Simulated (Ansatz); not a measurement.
# How fast states decay through NaYCl2F2, part 3 of 3

A new crystal, NaYCl2F2: structure, gap and complex bands. It is built by putting Cl for part of the F in the NaYF4 structure of space group P4/mmm, with the volume rescaled by atomic radii. The parent structure comes from the Materials Project.

Ansatz 0.2.0; PBE DFT, plane waves, PAW files (the session's first sound run).

So far, gap on path (eV): step 3 (band edges) 2.94. The relaxed cell has a = 4.301, c = 6.165 Å (conventional setting).

The structure was built from a prototype and need not be the compound's stable phase.

## 5. Complex bands, plane (001), k-mesh 6×6×4 (continued)

Level of this step: PBE DFT, plane waves, PAW files; complex bands by layer matching along the plane's normal (Ansatz).

K parallel (0, 0); values up to 1.5 1/Å, a degenerate pair printed once or twice; energies at which all values exceed this have no row. Table of Im kz of the slowest decaying states by energy, zero at the highest filled level on the SCF mesh:

```
energy (eV)  decay 1 (Å⁻¹)  decay 2 (Å⁻¹)  decay 3 (Å⁻¹)  decay 4 (Å⁻¹)
      -1.00          0.362          0.367          0.848          0.981
      -0.84          0.375          0.388          0.606          0.805
      -0.60          0.385          0.420          0.802          0.925
      -0.44          0.391          0.438          0.870          0.926
      -0.20          0.396          0.461          0.901          0.926
      -0.04          0.399          0.474          0.884          0.951
       0.20          0.401          0.490          0.857          0.978
       0.36          0.401          0.499          0.838          0.991
       0.60          0.399          0.511          0.808           1.01
       0.76          0.397          0.518          0.787           1.01
       0.92          0.394          0.524          0.765           1.02
       1.16          0.387          0.531          0.729           1.03
       1.32          0.382          0.534          0.704           1.03
       1.56          0.372          0.538          0.662           1.03
       1.72          0.364          0.540          0.631           1.03
       1.96          0.350          0.542          0.577           1.02
       2.12          0.341          0.535          0.542           1.02
       2.28          0.332          0.485          0.541           1.01
       2.52          0.353          0.538           1.00           1.01
       2.68          0.301          0.536          0.964          0.993
       2.92          0.123          0.530          0.886          0.975
       3.08          0.152          0.154          0.526          0.816
       3.32         0.0938          0.330          0.517          0.638
       3.48          0.235          0.376          0.510          0.914
       3.72          0.416          0.497          0.694          0.878
       3.88          0.432          0.487          0.759          0.851
```

K parallel (-0.5, -0.5); values up to 1.5 1/Å, a degenerate pair printed once or twice; energies at which all values exceed this have no row. Im kz of the slowest decaying states against energy, zero at the highest filled level on the SCF mesh:

```
energy (eV)  decay 1 (Å⁻¹)  decay 2 (Å⁻¹)  decay 3 (Å⁻¹)  decay 4 (Å⁻¹)
      -1.00          0.482          0.665          0.728           1.06
      -0.76          0.337          0.509          0.729           1.02
      -0.52          0.532          0.692          0.728          0.960
      -0.28          0.552          0.726          0.787          0.858
      -0.04           0.53          0.571          0.721          0.841
       0.20          0.587          0.715          0.803          0.877
       0.44          0.602          0.707          0.902          0.927
       0.68          0.615          0.698          0.920          0.993
       0.92          0.628          0.686          0.933          0.979
       1.16          0.641          0.673          0.941          0.962
       1.40          0.653          0.657          0.944          0.947
       1.72          0.630          0.670          0.917          0.949
       1.96          0.606          0.684          0.894          0.949
       2.20          0.577          0.700          0.869          0.946
       2.44          0.539          0.720          0.841          0.939
       2.68          0.490          0.743          0.808          0.877
       2.92          0.416          0.768          0.771          0.806
       3.16          0.269          0.577          0.726          0.802
       3.40         0.0876          0.348          0.638          0.833
       3.64          0.208          0.376          0.541          0.860
       3.88          0.374          0.428          0.472          0.861
```

K parallel (0.5, 0); values up to 1.5 1/Å, a degenerate pair printed once or twice; energies at which all values exceed this have no row. Im kz of the slowest decaying states against energy, zero at the highest filled level on the SCF mesh:

```
energy (eV)  decay 1 (Å⁻¹)  decay 2 (Å⁻¹)  decay 3 (Å⁻¹)  decay 4 (Å⁻¹)
    -1.0000          0.389          0.466          0.872          0.874
    -0.7600          0.412          0.490          0.894          0.895
    -0.5200          0.429          0.512          0.910          0.914
    -0.2800          0.444          0.530          0.922          0.930
    -0.0400          0.456          0.545          0.931          0.943
     0.2800          0.468          0.564          0.938          0.958
     0.5200          0.474          0.575          0.941          0.968
     0.7600          0.479          0.585          0.942          0.958
     1.0000          0.482          0.595          0.942          0.943
     1.2400          0.483          0.603          0.926          0.939
     1.4800          0.482          0.610          0.907          0.934
     1.7200          0.481          0.618          0.887          0.928
     1.9600          0.477          0.625          0.863          0.919
     2.2800          0.472          0.635          0.754          0.898
     2.5200          0.468          0.643          0.660          0.888
     2.7600          0.472          0.553          0.655          0.867
     3.0000          0.449          0.671          0.839          0.944
     3.2400          0.338          0.695          0.798          0.947
     3.4800          0.219          0.375          0.728          0.733
     3.7200          0.358          0.378          0.542          0.781
```

At +1.48 eV, the grid energy nearest the filling level (the middle of the gap on the SCF mesh), the slowest state at the listed wavevectors decays with κ = 0.375 Å⁻¹, its amplitude falling by e over 2.7 Å; the first such run, plane (110), gave 0.298 Å⁻¹.

## 6. What came out

```
band gap                                         : 2.94 eV
least decay constant at mid-gap, normal to (110) : 0.298 Å⁻¹
least decay constant at mid-gap, normal to (001) : 0.375 Å⁻¹
```

In words: With PBE, the slowest decay at the wavevectors tried is κ = 0.298 Å⁻¹, normal to (110). Through such a film the transmission near mid-gap falls as exp(−2κd), a factor of ten every 3.9 Å. The decay depends on direction: 1.3 times faster normal to (001). A free electron under a barrier of half the gap would need a mass of 0.23 mₑ to decay at this rate. The compound is made up by substitution; its stability against other phases and against distortions of the cell's symmetry was not tested. A semilocal functional narrows gaps, so real decay constants are likely larger.

[Logs are printed without paths, hosts, clocks, repeated set-up lines and the standing remarks that a program may print on its own settings, such as how far it seeks lower states.]

[Hosts, paths, dates, database ids (printed as entryN), source tags and the programs' standing remarks are cut or masked in the printed files.]
